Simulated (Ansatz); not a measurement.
# How ZnIn (hypothetical, Fm-3m) expands on warming

How much does ZnIn (hypothetical) expand with temperature? The crystal structure is hypothetical: it was made by swapping elements on a known structure type.

Program: Ansatz 0.2.0. Level of theory: DFT PBE, scalar-relativistic, plane waves, PAW. Results are calculated unless marked as measured.

Report form: the programs' logs are mostly left out.

**1. The structure**

The structure is cubic, space group Fm-3m (No. 225). Conventional cell: a = 5.027 Å, b = 5.027 Å, c = 5.027 Å, α = 90.00°, β = 90.00°, γ = 90.00°. Nearest to In lie 6 Zn at 2.51 Å. Nearest to Zn lie 6 In at 2.51 Å. Farther neighbours are not listed.

**2. Probe on a coarse mesh**

Before spending time, one coarse run tells the gap and the pressure of the starting cell.

input.yaml

```yaml
crystal:
  lattice:
    - [0.0, 2.51326, 2.51326]
    - [2.51326, 0.0, 2.51326]
    - [2.51326, 2.51326, 0.0]
  atoms:
    - { symbol: In, position: [0.0, 0.0, 0.0] }
    - { symbol: Zn, position: [0.5, 0.5, 0.5] }
kpoints:
  mp_grid: { grid: [6, 6, 6] }
hamiltonian:
  xc: pbe
scf:
  occupations: { method: gaussian, width: 0.1 }
output:
  forces: true
  stress: true
  eigenvalues: true
```

The run is started by

```console
$ ansatz run input.yaml --threads 4 --pin off --max-ram 8192MiB --backend cpu --events-out ev --progress --plain --runs-dir out
```

Elapsed: 0.28 s, on 4 threads of Arm Neoverse V2, shared host; peak memory 0.3 GiB.

Numbers from this step:

| Quantity | Value |
| --- | --- |
| pressure | 41.38 GPa |
| volume per atom | 15.87 Å³ |
| gap on the k-mesh | 0 eV |

The start is under 41 GPa at this level and looks like a metal on this mesh.

**3. A loose first relaxation**

The start is far from rest, so a relaxation with loose thresholds first brings it near the minimum.

Edit input.yaml of step 2 so:

```diff
@@ -9,3 +9,3 @@
 kpoints:
-  mp_grid: { grid: [6, 6, 6] }
+  mp_grid: { grid: [8, 8, 8] }
 hamiltonian:
@@ -18 +18,6 @@
   eigenvalues: true
+relax:
+  adjacent_minimum: "off"
+  f_tol: 0.05
+  max_steps: 80
+  cell: { stress_tol: 0.5 }
```

Wall time 2.8 s (4 threads); peak memory 0.34 GiB; 9 s of CPU time.

The steps of the relaxation:

```tsv
step	energy less that of the first step (eV)	largest force component (eV/Å)	pressure (GPa)	volume (Å³)
1	0.0000	0.0000	42.07	31.75
2	-0.8749	0.0000	18.43	36.62
3	-1.2301	0.0000	6.02	41.58
4	-1.2938	0.0000	1.40	44.50
5	-1.2976	0.0000	-0.13	45.62
6*	-1.3254	0.0000	1.10	45.62
7	-1.3288	0.0000	0.34	46.46
8*	-1.3291	0.0000	0.33	46.46
```

Relaxation steps marked * repeat the geometry before them on a plane-wave basis chosen anew for their cell, so energy and pressure can jump there.

Forces are held to the 48 operations that the run works with; a distortion that breaks them can't arise in this run.

```tsv
cell as run	before	after	change
a (Å)	3.554	4.035	+13.5 %
b (Å)	3.554	4.035	+13.5 %
c (Å)	3.554	4.035	+13.5 %
volume (Å³/atom)	15.87	23.23	+46.3 %
```

The relaxed structure:

```xyz
2
Lattice="0.0000 2.8532 2.8532 2.8532 0.0000 2.8532 2.8532 2.8532 0.0000" Properties=species:S:1:pos:R:3 pbc="T T T"
In    0.0000    0.0000    0.0000
Zn    2.8532    2.8532    2.8532
```

This step gave:

```yaml
pressure: 0.3344 GPa
volume_per_atom: 23.23 Å³
```

The relaxation ends with a pressure of 0.33 GPa.

**4. Relaxation**

The vibrations must be taken about the equilibrium of this functional, not about the starting cell, so the structure is relaxed.

input.yaml

```yaml
crystal:
  lattice:
    - [0.0, 2.8532297924, 2.8532297924]
    - [2.8532297924, 0.0, 2.8532297924]
    - [2.8532297924, 2.8532297924, 0.0]
  atoms:
    - { symbol: In, position: [0.0, 0.0, 0.0] }
    - { symbol: Zn, position: [0.5, 0.5, 0.5] }
kpoints:
  mp_grid: { grid: [12, 12, 12] }
hamiltonian:
  xc: pbe
scf:
  occupations: { method: gaussian, width: 0.1 }
output:
  forces: true
  stress: true
  eigenvalues: true
  write_density: true
  write_potential: true
  elf: true
  volumetric_format: npy
relax:
  adjacent_minimum: "off"
  f_tol: 0.005
  max_steps: 80
  cell: { stress_tol: 0.05 }
```

It took 2.5 s on 4 threads; peak memory 0.4 GiB; 9.2 s of CPU time.

Step by step:

```tsv
step	energy less that of the first step (eV)	largest force component (eV/Å)	pressure (GPa)	volume (Å³)
1	0.0000	0.0000	0.58	46.46
2	-0.0010	0.0000	-0.03	47.17
3*	-0.0012	0.0000	-0.03	47.17
```

Relaxation steps marked * repeat the geometry before them on a plane-wave basis chosen anew for their cell, so energy and pressure can jump there.

The run keeps the 48 symmetry operations that it works with, so distortions that break them were not tested.

```tsv
conventional cell, symmetrised	before	after	change
a (Å)	5.706	5.736	+0.5 %
b (Å)	5.706	5.736	+0.5 %
c (Å)	5.706	5.736	+0.5 %
volume (Å³/atom)	23.23	23.59	+1.5 %
```

The relaxed structure:

```
In Zn
1.0
     0.00000    2.86781    2.86781
     2.86781    0.00000    2.86781
     2.86781    2.86781    0.00000
In Zn
1 1
Direct
  0.00000 0.00000 0.00000
  0.50000 0.50000 0.50000
```

This step gave:

```
pressure        : -0.03129 GPa
volume per atom : 23.59 Å³
```

Valence density in the ac plane of the cell as run, not the conventional one, at fractional y = 0.500, with atoms of Zn within 0.2 Å of it. It is the smooth field of the valence electrons, not physical close to the nuclei.

Values in e/Å³, 14 rows by 14 columns, each cell a mean:
```
 0  0  0  0  0  0  0  0  0  0  0  0  0  0
 0  0  0  0  0  0  0  0  0  0  0  0  0  0
 0  0  0  0  0  0  0  0  0  0  0  0  0  0
 0  0  0  0  1  1  1  0  0  0  0  0  0  0
 0  0  0  0  1  2  4  2  1  0  0  0  0  0
 0  0  0  0  1  5 14 12  3  1  0  0  0  0
 0  0  0  0  1  4 24 34 12  2  0  0  0  0
 0  0  0  0  0  2 11 24 14  4  1  0  0  0
 0  0  0  0  0  0  2  4  5  2  1  0  0  0
 0  0  0  0  0  0  0  1  1  1  1  0  0  0
 0  0  0  0  0  0  0  0  0  0  0  0  0  0
 0  0  0  0  0  0  0  0  0  0  0  0  0  0
 0  0  0  0  0  0  0  0  0  0  0  0  0  0
 0  0  0  0  0  0  0  0  0  0  0  0  0  0
```
Columns run along a (4.1 Å), rows up along c (4.1 Å). Atoms in or near the plane, at fractional coordinates: Zn at (0.50, 0.50).

ELF in the ac plane of the cell as run, not the conventional one, at fractional y = 0.500, with atoms of Zn within 0.2 Å of it. It is the smooth field of the valence electrons, not physical close to the nuclei.

Values, 14 rows by 14 columns, each cell a mean:
```
0.20 0.22 0.25 0.26 0.27 0.26 0.23 0.21 0.19 0.20 0.21 0.21 0.20 0.20
0.22 0.24 0.27 0.27 0.27 0.27 0.27 0.25 0.22 0.21 0.20 0.20 0.20 0.20
0.24 0.27 0.27 0.24 0.23 0.22 0.23 0.25 0.27 0.25 0.22 0.21 0.20 0.21
0.24 0.27 0.25 0.22 0.21 0.20 0.20 0.22 0.24 0.27 0.25 0.22 0.20 0.21
0.23 0.27 0.25 0.22 0.17 0.09 0.06 0.11 0.20 0.23 0.27 0.25 0.21 0.20
0.21 0.25 0.26 0.22 0.15 0.04 0.01 0.02 0.10 0.20 0.24 0.27 0.22 0.19
0.19 0.22 0.26 0.23 0.18 0.06 0.00 0.00 0.02 0.11 0.22 0.25 0.25 0.21
0.19 0.20 0.26 0.25 0.21 0.14 0.02 0.00 0.01 0.06 0.20 0.23 0.27 0.23
0.21 0.20 0.23 0.27 0.25 0.22 0.14 0.06 0.04 0.09 0.20 0.22 0.27 0.26
0.22 0.20 0.21 0.24 0.27 0.25 0.21 0.18 0.15 0.17 0.21 0.23 0.27 0.27
0.23 0.21 0.20 0.21 0.24 0.27 0.25 0.23 0.22 0.22 0.22 0.24 0.27 0.26
0.22 0.21 0.20 0.20 0.21 0.23 0.26 0.26 0.26 0.25 0.25 0.27 0.27 0.25
0.20 0.20 0.21 0.21 0.20 0.20 0.20 0.22 0.25 0.27 0.27 0.27 0.24 0.22
0.19 0.20 0.22 0.23 0.22 0.21 0.19 0.19 0.21 0.23 0.24 0.24 0.22 0.20
```
Columns run along a (4.1 Å), rows up along c (4.1 Å). Atoms in or near the plane, at fractional coordinates: Zn at (0.50, 0.50).

Electrostatic potential energy in the ac plane of the cell as run, not the conventional one, at fractional y = 0.500, with atoms of Zn within 0.2 Å of it. With pseudopotentials it is smooth inside the atoms' cores, unlike the true potential.

Values in eV, 14 rows by 14 columns, each cell a mean:
```
 11  11  11  10  10  10  11  11  11  11  11  11  11  11
 11  11  10   9   9   9  10  10  11  11  11  11  11  11
 11  10   9   7   5   4   5   8  10  10  11  11  11  11
 11  10   8   4  -5 -10  -8  -1   7   9  11  11  11  11
 11  10   8   1 -16 -23 -26 -21  -8   4   9  10  11  11
 11  11   8   2 -17 -28 -33 -32 -22  -8   7  10  11  11
 11  11   9   6 -11 -26 -34 -34 -32 -21  -1   8  10  11
 11  11  10   8  -2 -18 -31 -34 -33 -26  -8   5  10  11
 11  11  11  10   7  -2 -18 -26 -28 -23 -10   4   9  10
 11  11  11  11   9   7  -2 -11 -17 -16  -5   5   9  10
 11  11  11  11  11  10   8   6   2   1   4   7   9  10
 11  11  11  11  11  11  10   9   8   8   8   9  10  11
 11  11  11  11  11  11  11  11  11  10  10  10  11  11
 11  11  11  11  11  11  11  11  11  11  11  11  11  11
```
Columns run along a (4.1 Å; values clipped at the 3rd and 97th percentile), rows up along c (4.1 Å). Atoms in or near the plane, at fractional coordinates: Zn at (0.50, 0.50).

The relaxation ends with a pressure of -0.03 GPa.

**5. Relaxing to small residual forces and stress**

The thresholds are tightened for a last relaxation ahead of the phonons, and where mesh or smearing change with them the cell follows.

input.yaml

```yaml
crystal:
  lattice:
    - [0.0, 2.867806004, 2.867806004]
    - [2.867806004, 0.0, 2.867806004]
    - [2.867806004, 2.867806004, 0.0]
  atoms:
    - { symbol: In, position: [0.0, 0.0, 0.0] }
    - { symbol: Zn, position: [0.5, 0.5, 0.5] }
kpoints:
  mp_grid: { grid: [12, 12, 12] }
hamiltonian:
  xc: pbe
scf:
  occupations: { method: methfessel_paxton, width: 0.15 }
output:
  forces: true
  stress: true
  eigenvalues: true
relax:
  adjacent_minimum: "off"
  f_tol: 0.001
  max_steps: 60
  cell: { stress_tol: 0.01 }
```

Elapsed: 2.4 s, on 4 threads; peak memory 0.4 GiB; 8.6 s of CPU time.

Little changed from the start: no atom moved by 0.005 Å and no cell edge by 0.1 %.

This step gave:

| Item | Value |
| --- | --- |
| pressure | 0.001143 GPa |
| volume per atom | 23.56 Å³ |

The residual pressure is 0.0011 GPa, small enough for phonons.

**6. A faulty attempt**

This input was changed on purpose, to see how the program answers.

input.yaml

```yaml
crystal:
  lattice:
    - [0.0, 2.8666907552, 2.8666907552]
    - [2.8666907552, 0.0, 2.8666907552]
    - [2.8666907552, 2.8666907552, 0.0]
  atoms:
    - { symbol: In, position: [0.0, 0.0, 0.0] }
    - { symbol: Zn, position: [0.5, 0.5, 0.5] }
kpoints:
  mp_grid: { grid: [12, 12, 12] }
hamiltonian:
  xc: pbe
scf:
  occupations: { method: methfessel_paxton, width: 0.15 }
  max_iter: 60
output:
  eigenvalues: true
phonons:
  method: dfpt
  qmesh: [4, 4, 4]
  temperatures: { t_max: 500, t_step: -50 }
  thermal_expansion: {}
```

Run time: 0.02 s. Hardware: 4 threads; peak memory 0.032 GiB.

The program refused the input before any cycle.

The program's message: “Error: invalid value for `phonons.temperatures.t_step`: must be finite and > 0; got -50 K”

The fault put into the input: a negative temperature step.

**7. Phonons on strained cells, q-mesh 2×2×2**

Thermal expansion follows from how the free energy of the vibrations (and of the electrons in a metal) changes with strain, so the program makes strained cells, their phonons and a fit in one run.

input.yaml, the sections that differ from step 6:

```yaml
scf:
  occupations: { method: methfessel_paxton, width: 0.15 }
phonons:
  method: dfpt
  qmesh: [2, 2, 2]
  temperatures: { t_max: 650.0, t_step: 50 }
  thermal_expansion: {}
# crystal, kpoints, hamiltonian, output: as in step 6
```

Elapsed: 74 s, on 4 threads; peak memory 1.5 GiB.

The run ended with an error.

The program's message: “vibrations stand at or below zero in cell 4 (1.125 modes a cell, the lowest at -28.8 cm⁻¹): the crystal is at no minimum there, or its k-points are too few: type the crystal that it becomes, another p …”

**8. Phonons on strained cells, q-mesh 4×4×4**

The study relaxes the crystal at several strains, solves the phonons on some of them and minimises the free energy at each temperature (static energy, vibrations, the electrons in a metal, and PV under a set pressure); the q-mesh sets how far the force constants reach.

Edit input.yaml of step 7 so:

```diff
@@ -18,3 +18,3 @@
   method: dfpt
-  qmesh: [2, 2, 2]
+  qmesh: [4, 4, 4]
   temperatures: { t_max: 650.0, t_step: 50 }
```

Wall time 7.5 min (4 threads); peak memory 4.1 GiB.

The run ended with an error.

The program's message: “vibrations stand at or below zero in cell 4 (1.078 modes a cell, the lowest at -32.5 cm⁻¹): the crystal is at no minimum there, or its k-points are too few: type the crystal that it becomes, another p …”

**9. Phonons of the refused cell**

The study refused this cell, so its phonons are run alone to see which modes are imaginary.

input.yaml, the sections that differ from step 8:

```yaml
phonons:
  method: dfpt
  qmesh: [4, 4, 4]
  temperatures: { t_max: 1000, t_step: 50 }
  qpath:
    path:
      - [[0.0, 0.0, 0.0], [0.5, 0.0, 0.5], [0.625, 0.25, 0.625]]
      - [[0.375, 0.375, 0.75], [0.0, 0.0, 0.0], [0.5, 0.5, 0.5], [0.5, 0.25, 0.75], [0.5, 0.0, 0.5]]
    npoints: 10
# crystal, kpoints, hamiltonian, scf, output: as in step 8
```

Wall time 4.9 min (4 threads); peak memory 3.5 GiB; 19 min of CPU time.

This step gave:

| Item | Value |
| --- | --- |
| Γ frequencies | 0, 0, 0, 122.9, 122.9, 122.9 cm⁻¹ (negative: imaginary) |
| lowest frequency on the path | -39.75 cm⁻¹ |
| point group | m-3m |
| highest frequency | 146.4 cm⁻¹ |

No LO-TO term. Phonon branches along the path, in cm⁻¹:

```tsv
point	branch 1	branch 2	branch 3	branch 4	branch 5	branch 6
Γ	0	0	0	123	123	123
halfway	-20	-20	73	103	129	129
X	-29	-21	-21	137	137	146
halfway	-33	-13	-13	133	135	145
U	-39	29	29	123	125	143
jump to K	-39	29	29	123	125	143
halfway	-18	58	72	96	106	130
Γ	0	0	0	123	123	123
halfway	40	40	50	110	110	121
L	68	68	83	91	91	103
halfway	12	16	72	94	126	127
W	-32	-32	75	96	141	141
halfway	-35	-25	33	124	138	145
X	-29	-21	-21	137	137	146
```

The phonon density of states has structure finer than the step of the table below, so its rows give means over 10 cm⁻¹, whole bins alone (the curve runs from -41 to 147 cm⁻¹). Peaks (cm⁻¹: height): -27.0: 0.0493, 71.0: 0.0480, 97.0: 0.0605, 123.0: 0.0854.

Tetrahedra on 20 20 20, mean over bins of 2 cm⁻¹. The phonon density of states by wavenumber; means over each step:

```tsv
wavenumber (cm⁻¹)	phonon density of states (1/cm⁻¹/cell)
-30	0.0410
-20	0.0302
-10	0.0151
0	0.0132
10	0.0157
20	0.0187
30	0.0242
40	0.0270
50	0.0290
60	0.0327
70	0.0389
80	0.00580
90	0.0109
100	0.0515
110	0.0479
120	0.0665
130	0.0787
140	0.0432
```

No LO-TO term. The modes at Γ (shares of kinetic energy by element, %):

```tsv
mode	frequency (cm⁻¹)	symmetry	In %	Zn %
1	0.0	T1u	64	36
2	0.0	T1u	64	36
3	0.0	T1u	64	36
4	122.9	T1u	36	64
5	122.9	T1u	36	64
6	122.9	T1u	36	64
```

Displacements in mode 4 (122.9 cm⁻¹), the largest set to 1:
```
In1  0.00  0.09 -0.57
Zn2  0.00 -0.15  1.00
```

Lowest modes at the softest wavevector of the mesh; phase exp(i q.(R + tau)). The modes at q = (0.500, -0.250, 0.250) (shares of kinetic energy by element, %) (negative means imaginary):

```tsv
mode	frequency (cm⁻¹)	In %	Zn %
1	-32.5	61	39
2	-32.5	61	39
3	75.1	100	0
4	96.3	0	100
5	140.7	39	61
6	140.7	39	61
```

Displacements in mode 1 (-32.5 cm⁻¹), the largest set to 1, in the home cell (x, y, z of the real part, then of the imaginary part):
```
In1  0.00 -0.30  0.15  0.00 -0.48 -0.94
Zn2  0.00 -0.50  0.99  0.00  0.32  0.16
```

Displacements in mode 5 (140.7 cm⁻¹), the largest set to 1, in the home cell (x, y, z of the real part, then of the imaginary part):
```
In1  0.00 -0.23 -0.01  0.00 -0.04  0.60
Zn2  0.00  0.06  1.00  0.00 -0.39  0.02
```

The modes has structure finer than the step of the table below, so its rows give means over 5 cm⁻¹, whole bins alone (the curve runs from -49.8 to 161 cm⁻¹). Peaks (cm⁻¹: height): In -27.3: 0.0304, 71.9: 0.0382, 134.1: 0.0297; Zn -27.3: 0.0187, 25.6: 0.0104, 95.8: 0.0487, 124.9: 0.0520.

Phonopy on the run's constants, 17x17x17 mesh, Gaussian sigma 2.0 cm⁻¹. Table of modes by wavenumber; means over each step; values in 1/cm⁻¹/cell:

```tsv
wavenumber (cm⁻¹)	In	Zn
-45	1.4e-4	9.1e-5
-40	0.00483	0.00310
-35	0.0178	0.0113
-30	0.0263	0.0163
-25	0.0279	0.0171
-20	0.0202	0.0122
-15	0.0132	0.00785
-10	0.0125	0.00735
-5	0.00542	0.00318
0	0.00209	0.00120
5	0.00483	0.00283
10	0.00933	0.00539
15	0.0103	0.00583
20	0.0123	0.00681
25	0.0176	0.00985
30	0.0159	0.00873
35	0.0163	0.00834
40	0.0184	0.00927
45	0.0193	0.00926
50	0.0200	0.00829
55	0.0219	0.00861
60	0.0236	0.00717
65	0.0282	0.00652
70	0.0323	0.00489
75	0.0284	0.00290
80	0.00578	3.9e-4
85	2.7e-4	4.4e-4
90	6.4e-4	0.00976
95	0.00425	0.0408
100	0.00794	0.0388
105	0.0110	0.0347
110	0.0138	0.0334
115	0.0167	0.0348
120	0.0225	0.0425
125	0.0287	0.0507
130	0.0289	0.0487
135	0.0280	0.0456
140	0.0165	0.0261
145	0.00551	0.00855
150	3.5e-4	5.4e-4
155	4.0e-7	6.0e-7
```

The lowest solved frequency is -32.5 cm⁻¹, so the cell is unstable here and gives no valid free energy.

**10. Outcome**

```yaml
lowest_frequency_at_the_solved_wavevectors: -32.5 cm⁻¹
```

With imaginary harmonic modes at the relaxed cell the quasi-harmonic free energy is undefined, so no expansion is obtained for this phase at this level. The softest solved mode is 33i cm⁻¹ at q = (0.25, -0.5, -0.25), and 5 of 8 solved wavevectors carry a mode beyond 8i cm⁻¹. In a metal soft modes also hang on the k-mesh and the smearing, which were not converged here. The program warned that a few bands missed the eigensolver's threshold in at least one of the runs.

[Logs are printed without paths, hosts, clocks, repeated set-up lines and the standing remarks that a program may print on its own settings, such as how far it seeks lower states.]

[Hosts, paths, dates, database ids (printed as entryN), source tags and the programs' standing remarks are cut or masked in the printed files.]

[A step with changed settings may run another functional than the one named; its input shows which.]
